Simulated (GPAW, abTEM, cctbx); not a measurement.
# ZnCd2Bi2: the scripts behind a bonding study

Short scripts, each with its output. The start was made by putting kin elements into a known structure type; the compound need not exist, or be stable, in this form.

## 1. Build the all-electron density and subtract free atoms

```text
cell
1.0
     4.580049170    0.000000000    0.000000000
    -2.290024590    3.966438930    0.000000000
     0.000000000    0.000000000    7.697470920
Bi Cd Zn
2 2 1
Direct
0.333333330 0.666666670 0.193327610
0.666666670 0.333333330 0.806672390
0.333333330 0.666666670 0.601165990
0.666666670 0.333333330 0.398834010
0.000000000 0.000000000 0.000000000
```

```python
import numpy as np
from ase.io import read
from ase.units import Bohr
from gpaw import GPAW, PW, FermiDirac
from gpaw.calculator import GPAW as OldGPAW
from gpaw.mpi import serial_comm, world
from scipy.special import erfc
from scipy.spatial import cKDTree

atoms = read("cell.vasp")
atoms.calc = GPAW(mode=PW(450), xc="PBE", kpts={"size": (6, 6, 3), "gamma": True},
                 occupations=FermiDirac(0.1), maxiter=120, symmetry={"tolerance": 1e-5}, txt="scf.txt")
atoms.get_potential_energy()
rho = atoms.calc.get_all_electron_density(gridrefinement=2)
moments = atoms.get_magnetic_moments() if atoms.calc.get_number_of_spins() == 2 else np.zeros(len(atoms))
total = atoms.get_magnetic_moment() if moments.any() else 0.0
if world.rank == 0:
    free = OldGPAW(mode=PW(450), xc="PBE", txt=None, communicator=serial_comm)
    neutral = atoms.copy()
    neutral.set_initial_magnetic_moments(None)
    free.initialize(neutral)
    free.set_positions(neutral)
    drho = rho - free.get_all_electron_density(gridrefinement=2)
    # GPAW starts from confined atoms: exchange their smooth part for that of the datasets' free atoms
    h = np.stack(np.meshgrid(*[np.fft.fftfreq(n, 1 / n) for n in drho.shape], indexing="ij"), -1)
    gabs = np.linalg.norm(h @ atoms.cell.reciprocal(), axis=-1)
    tails = np.fft.fftn(free.get_pseudo_density(gridrefinement=2))
    g, form, v0 = np.linspace(0, gabs.max(), 1500), {}, 0
    for e in set(atoms.symbols):
        idx = atoms.symbols.search(e)
        d = free.setups[idx[0]].data
        r, w = d.rgd.r_g * Bohr, d.rgd.r_g**2 * d.rgd.dr_g
        j0 = np.sinc(2 * g[:, None] * r)
        smooth = sum(f * p**2 for f, p in zip(d.f_j, d.phit_jg)) + np.sqrt(4 * np.pi) * d.nct_g
        full = sum(f * p**2 for f, p in zip(d.f_j, d.phi_jg)) + np.sqrt(4 * np.pi) * d.nc_g
        phase = sum(np.exp(-2j * np.pi * h @ s) for s in atoms.get_scaled_positions()[idx])
        tails -= np.interp(gabs, g, j0 @ (smooth * w)) * phase * drho.size / atoms.get_volume()
        form[e] = j0 @ (full * w)
        v0 += 2 * np.pi / 3 * 14.3996 * (full * w * r**2).sum() * len(idx)  # V A^3
    tails *= 0.5 * erfc((gabs - 1.8) / 0.25)  # the tails differ at long wavelengths alone
    drho += np.fft.ifftn(tails).real  # crystal minus superposed spherical free atoms
    np.save("drho.npy", drho)
    dv = atoms.get_volume() / drho.size
    print("grid", drho.shape, " electrons %.3f" % (rho.sum() * dv), " moved by bonding %.3f e" % (abs(drho).sum() * dv / 2))
    pts = np.indices(drho.shape).reshape(3, -1).T / drho.shape @ atoms.cell
    shifts = (np.indices((3, 3, 3)).reshape(3, -1).T - 1) @ atoms.cell
    images = (atoms.positions[None] + shifts[:, None]).reshape(-1, 3)
    dist, idx = cKDTree(images).query(pts, k=4)
    out = drho.ravel()[dist[:, 0] > 0.5]
    print("deformation density beyond 0.5 A of the nuclei: max %.3f, min %.3f e/A^3" % (out.max(), out.min()))
    tie = dist < dist[:, :1] + 1e-4
    q = -np.bincount((idx % len(atoms))[tie], (drho.ravel()[:, None] / tie.sum(1, keepdims=True) * tie)[tie], len(atoms)) * dv
    print("atom        x       y       z   Voronoi charge  moment")
    for a, s, c, m in zip(atoms, atoms.get_scaled_positions(), q, moments):
        print("%-2s%-3d %7.4f %7.4f %7.4f %10.3f %10.2f" % (a.symbol, a.index + 1, *s, c, m))
    np.savez("free.npz", g=g, **form)
    print("mean inner potential of superposed free atoms %.3f V" % (v0 / atoms.get_volume()))
    print("total magnetic moment %.3f muB" % total)
```

```console
$ OMP_NUM_THREADS=1 mpirun -n 4 gpaw python run.py > gpaw.log
```

```text
grid (48, 48, 80)  electrons 292.000  moved by bonding 0.728 e
deformation density beyond 0.5 A of the nuclei: max 0.045, min -0.055 e/A^3
atom        x       y       z   Voronoi charge  moment
Bi1    0.3333  0.6667  0.1933     -0.097       0.00
Bi2    0.6667  0.3333  0.8067     -0.097       0.00
Cd3    0.3333  0.6667  0.6012      0.070       0.00
Cd4    0.6667  0.3333  0.3988      0.070       0.00
Zn5    0.0000  0.0000  0.0000      0.053       0.00
mean inner potential of superposed free atoms 17.280 V
total magnetic moment 0.000 muB
```

Time: 18 s on 4 cores of Arm Neoverse V2 (shared host), peak memory 0.85 GiB.

## 2. Fourier-transform the difference

```python
from cctbx import adptbx, crystal, miller, xray
from cctbx.eltbx import tiny_pse
import numpy as np

cs = crystal.symmetry(unit_cell=(4.58, 4.58, 7.6975, 90, 90, 120), space_group_symbol='Hall: -P 3 2"')  # P-3m1
atoms = [  # label, site, U (iso, or U11 U22 U33 U12 U13 U23 in A^2), occupancy
    ("Bi1", (1/3, 2/3, 0.19333), 0.0000, 1),
    ("Cd1", (1/3, 2/3, 0.60117), 0.0000, 1),
    ("Zn1", (0, 0, 0), 0.0000, 1),
]
xs = xray.structure(crystal_symmetry=cs)
for label, site, u, occ in atoms:
    u = adptbx.u_cif_as_u_star(cs.unit_cell(), u) if isinstance(u, tuple) else u
    xs.add_scatterer(xray.scatterer(label, site=site, u=u, occupancy=occ))
xs.scattering_type_registry(table="wk1995")
drho = np.load("drho.npy")
T = np.array([[1, 0, 0], [0, 1, 0], [0, 0, 1]])  # conventional axes in terms of the primitive ones
dF = np.fft.ifftn(drho) * 139.83599  # electrons a conventional cell, indexed by primitive hkl
ms = miller.build_set(cs, anomalous_flag=False, d_min=0.9).sort("resolution")
iam = ms.structure_factors_from_scatterers(xs, algorithm="direct").f_calc()
p1 = xs.expand_to_p1()
z = np.array([tiny_pse.table(sc.scattering_type).atomic_number() for sc in p1.scatterers()])
x = np.array(p1.sites_frac())
free = np.load("free.npz")
print("static structure factors of the conventional cell: F in electrons, V (Mott-Bethe) in volts")
print("   h  k  l      d  |F| table  |F| free   |F| DFT   change   |V| free  |V| DFT  change %")
for h, d, table in list(zip(ms.indices(), ms.d_spacings().data(), iam.data()))[:16]:
    df = dF[tuple(np.rint(np.linalg.solve(T, h)).astype(int))]
    phase = np.exp(2j * np.pi * x @ h)
    f = sum(np.interp(1 / d, free["g"], free[sc.scattering_type]) * p for sc, p in zip(p1.scatterers(), phase))
    fz = (z * phase).sum()
    c = 14.3996 * d * d / (np.pi * cs.unit_cell().volume())
    v0, v1 = abs(fz - f) * c, abs(fz - f - df) * c
    print("%4d%3d%3d %7.4f %9.3f %9.3f %9.3f %8.3f %9.3f %8.3f %8s" % (h + (d, abs(table), abs(f), abs(f + df), abs(f + df) - abs(f), v0, v1, "%.1f" % (100 * (v1 / v0 - 1)) if v0 > 0.02 else "-")))
```

```console
$ python run.py
```

```text
static structure factors of the conventional cell: F in electrons, V (Mott-Bethe) in volts
   h  k  l      d  |F| table  |F| free   |F| DFT   change   |V| free  |V| DFT  change %
   0  0  1  7.6975    10.576    10.512    10.583    0.071     0.205    0.068    -66.9
   1  0  0  3.9664    92.686    92.652    92.691    0.040     4.305    4.285     -0.5
   0  0  2  3.8488    62.820    62.724    62.935    0.210     2.239    2.137     -4.6
   1  0  1  3.5258    43.835    43.727    43.958    0.231     0.800    0.706    -11.8
   1  0 -1  3.5258   112.605   112.548   112.562    0.015     5.104    5.098     -0.1
   1  0  2  2.7621    80.060    80.038    79.952   -0.086     3.669    3.691      0.6
   1  0 -2  2.7621   215.020   214.871   214.615   -0.256     9.297    9.361      0.7
   0  0  3  2.5658    73.431    73.474    73.543    0.069     2.228    2.214     -0.7
   1  1  0  2.2900   236.734   236.480   236.157   -0.323     9.544    9.599      0.6
   1  1  1  2.1949    10.648    10.614    10.563   -0.051     0.001    0.009        -
   1  0  3  2.1544   187.132   186.908   186.661   -0.246     7.261    7.298      0.5
   1  0 -3  2.1544    46.813    46.815    46.689   -0.127     2.132    2.152      0.9
   2  0  0  1.9832    79.513    79.570    79.501   -0.070     2.763    2.772      0.3
   1  1  2  1.9680    56.304    56.449    56.434   -0.015     1.382    1.384      0.1
   0  0  4  1.9244    17.307    17.350    17.488    0.138     0.935    0.919     -1.8
   2  0 -1  1.9205    41.935    42.151    42.229    0.077     0.428    0.419     -2.2
```

Time: 0.25 s on 1 core of Arm Neoverse V2 (shared host), peak memory 0.08 GiB.

## 3. Propagate a plane wave with and without the bonding term

```python
import abtem
import numpy as np
from ase.build import make_supercell
from ase.io import read

abtem.config.set({"dask.lazy": False, "fft": "fftw", "diagnostics.progress_bar": False})
M = [[0, 0, -1], [1, 2, 0], [1, 0, 0]]  # rows: x, y and beam direction in the primitive cell's axes
unit = make_supercell(read("cell.vasp"), M)
unit.set_cell(list(unit.cell.lengths()) + [90, 90, 90], scale_atoms=True)
unit.positions[:, 2] += 0.5725  # keeps atomic planes off the slice boundaries
unit.wrap()
slab = unit * (1, 1, 132)
print(slab.get_chemical_formula(), "| box %.2f x %.2f x %.2f A" % tuple(slab.cell.lengths()))

# change of the potential by bonding, from the DFT deformation density (Poisson's equation term by term)
drho = np.load("drho.npy")
prim = read("cell.vasp")
h = np.stack(np.meshgrid(*[np.fft.fftfreq(n, 1 / n) for n in drho.shape], indexing="ij"), -1).reshape(-1, 3).astype(int)
g2 = ((h @ prim.cell.reciprocal()) ** 2).sum(1)
keep = (g2 > 0) & (g2 < 2.5**2)
shape = (220, 227, 28)
vg = np.zeros(shape, complex)
hm = h[keep] @ np.array(M).T
move = np.exp(-2j * np.pi * hm[:, 2] * (0.5725 / unit.cell[2, 2] - 0.5 / shape[2]))  # the same shift, sampled at mid-points
vg[tuple(hm.T % np.array(shape)[:, None])] = -14.3996 / np.pi * (np.fft.fftn(drho).ravel() / drho.size)[keep] / g2[keep] * move
dV = np.fft.ifftn(vg).real * vg.size
dV = dV.reshape(220, 227, 4, 7).mean(3) * unit.cell[2, 2] / 4  # V A, projected in each slice
dV = np.tile(dV.transpose(2, 0, 1), (132, 1, 1))


def build(atoms):
    p = abtem.Potential(atoms, gpts=(220, 227), slice_thickness=[slab.cell[2, 2] / 528] * 528,
                        parametrization="lobato", projection="infinite", exit_planes=44).build()
    p.array[:] += BONDING * dV
    return p


def potentials():
    yield build(slab)  # atoms at rest


for label, BONDING in (("IAM", 0.0), ("DFT", 1.0)):
    print("=====", label)
    potential = build(slab)
    print("grid", potential.gpts, "slices", potential.num_slices)
    thickness = potential.exit_thicknesses
    wave = abtem.PlaneWave(energy=200000)
    dp = np.mean([wave.multislice(p).diffraction_patterns(max_angle="valid").array for p in potentials()], axis=0)
    hkl = [(0, 0, 0), (0, 0, 1), (0, 1, 0), (0, 0, 2), (0, 1, 1), (0, 1, -1), (0, 1, 2)]
    nx, ny = dp.shape[-2:]
    print("intensity of each beam, fraction of the incident wave")
    print("  t (A)" + "".join("%9s" % " ".join(map(str, h)) for h in hkl) + "  diffuse    total")
    grid = np.zeros((nx, ny), bool)
    grid[nx // 2 % 1::1, ny // 2 % 1::1] = True
    for t, a in list(zip(thickness, dp))[1:]:
        idx = [np.rint(np.array(M) @ np.linalg.solve([[1, 0, 0], [0, 1, 0], [0, 0, 1]], h)).astype(int) for h in hkl]
        print("%7.1f" % t + "".join("%9.5f" % a[nx // 2 + i[0] * 1, ny // 2 + i[1] * 1] for i in idx) + "%9.4f%9.4f" % (a[~grid].sum(), a.sum()))
```

```console
$ python run.py
```

```text
Bi528Cd528Zn264 | box 7.70 x 7.93 x 604.57 A
===== IAM
grid (220, 227) slices 528
intensity of each beam, fraction of the incident wave
  t (A)    0 0 0    0 0 1    0 1 0    0 0 2    0 1 1   0 1 -1    0 1 2  diffuse    total
   50.4  0.70484  0.00337  0.00015  0.00259  0.00692  0.00825  0.01202   0.0000   0.9921
  100.8  0.64401  0.00571  0.01339  0.01017  0.01072  0.00868  0.01465   0.0000   0.9859
  151.1  0.55418  0.00203  0.01636  0.02169  0.00941  0.02665  0.00636   0.0000   0.9797
  201.5  0.46565  0.00365  0.01696  0.01405  0.02308  0.01453  0.01949   0.0000   0.9743
  251.9  0.33282  0.02356  0.01487  0.01852  0.03665  0.02881  0.01606   0.0000   0.9673
  302.3  0.20206  0.02070  0.02398  0.02757  0.03118  0.04750  0.01013   0.0000   0.9550
  352.7  0.17633  0.02718  0.02044  0.02209  0.03410  0.04096  0.01162   0.0000   0.9419
  403.0  0.12229  0.04415  0.01080  0.01067  0.04224  0.03275  0.00989   0.0000   0.9316
  453.4  0.09361  0.05822  0.01380  0.00973  0.03341  0.03756  0.00478   0.0000   0.9273
  503.8  0.06590  0.05152  0.02395  0.01333  0.01830  0.03768  0.00455   0.0000   0.9227
  554.2  0.07593  0.04925  0.03232  0.01292  0.01605  0.02204  0.00570   0.0000   0.9177
  604.6  0.09506  0.06241  0.02983  0.00948  0.01182  0.01930  0.00284   0.0000   0.9145
===== DFT
grid (220, 227) slices 528
intensity of each beam, fraction of the incident wave
  t (A)    0 0 0    0 0 1    0 1 0    0 0 2    0 1 1   0 1 -1    0 1 2  diffuse    total
   50.4  0.70573  0.00292  0.00012  0.00249  0.00687  0.00816  0.01197   0.0000   0.9921
  100.8  0.64622  0.00572  0.01331  0.00934  0.01035  0.00829  0.01452   0.0000   0.9859
  151.1  0.56485  0.00157  0.01582  0.01955  0.00904  0.02497  0.00600   0.0000   0.9798
  201.5  0.47395  0.00255  0.01593  0.01205  0.02244  0.01354  0.01951   0.0000   0.9745
  251.9  0.34837  0.02067  0.01480  0.01653  0.03471  0.02724  0.01588   0.0000   0.9677
  302.3  0.21961  0.01822  0.02257  0.02501  0.02883  0.04662  0.00924   0.0000   0.9556
  352.7  0.20090  0.02371  0.01833  0.01840  0.03188  0.03878  0.01238   0.0000   0.9426
  403.0  0.14606  0.04024  0.00860  0.00815  0.03899  0.03281  0.00996   0.0000   0.9328
  453.4  0.11480  0.05316  0.01181  0.00777  0.02931  0.03952  0.00454   0.0000   0.9285
  503.8  0.08838  0.04727  0.02117  0.01029  0.01526  0.03901  0.00613   0.0000   0.9239
  554.2  0.09983  0.04555  0.02917  0.00932  0.01319  0.02404  0.00684   0.0000   0.9190
  604.6  0.11742  0.05808  0.02748  0.00652  0.00949  0.02217  0.00338   0.0000   0.9158
```

Time: 21 s.

[Outputs are excerpts: Python notices, other lines and further rows are left out; steps that failed or that the build refused (PBEsol, TPSS) are not shown.]

[Logs are printed without paths, hosts, clocks, repeated set-up lines and the standing remarks that a program may print on its own settings, such as how far it seeks lower states.]
